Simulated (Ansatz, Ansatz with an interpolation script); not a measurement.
Rows from a G0W0 calculation on SiO2 (Cristobalite) (Ansatz 0.2.0; G0W0 on LDA, plane waves, PAW; PAW set soft_1; 4×4×2 mesh, 720 empty bands, screening to 150 eV, PAW set soft_1 files), in eV. Spin-orbit coupling is left out.

The database entry behind the starting cell lists a temperature of 340 K, so it need not match the best structure at ambient conditions.

```csv
row,k,band,start,Σx,Σc at the solution,Vxc
A,Γ,v4,0.326,-26.515,4.049,-20.665
B,Γ,c2,9.595,-6.015,-3.755,-11.562
C,Γ,v2,0.722,-26.849,4.057,-21.027
D,Γ,v1,0.990,-26.754,3.997,-21.022
E,Γ,c1,6.510,-6.390,-3.204,-11.027
F,Γ,v5,-0.210,-26.173,4.111,-20.190
```

**Question.** Work out each quasiparticle level and how far it moved.

The quasiparticle equation reads E = start + Σx + Σc(E) − Vxc.

```
row  E (eV)  shift (eV)
  A  -1.475      −1.802
  B  11.388      +1.792
  C  -1.043      −1.765
  D  -0.745      −1.734
  E   7.943      +1.433
  F  -2.083      −1.873
```

The gap over the computed points goes from 5.52 eV to 8.69 eV.

Limits: not at the basis limit; coarse k mesh.

[Paths, hosts, dates, memory and timing lines, banners, echoed tables and standing remarks are left out of the program output.]

[Logs are printed without paths, hosts, clocks, repeated set-up lines and the standing remarks that a program may print on its own settings, such as how far it seeks lower states.]

[Runs of the session that timed out or met a known fault of the program may be left out.]

[Hosts, paths, dates, database ids (printed as entryN), source tags and the programs' standing remarks are cut or masked in the printed files.]
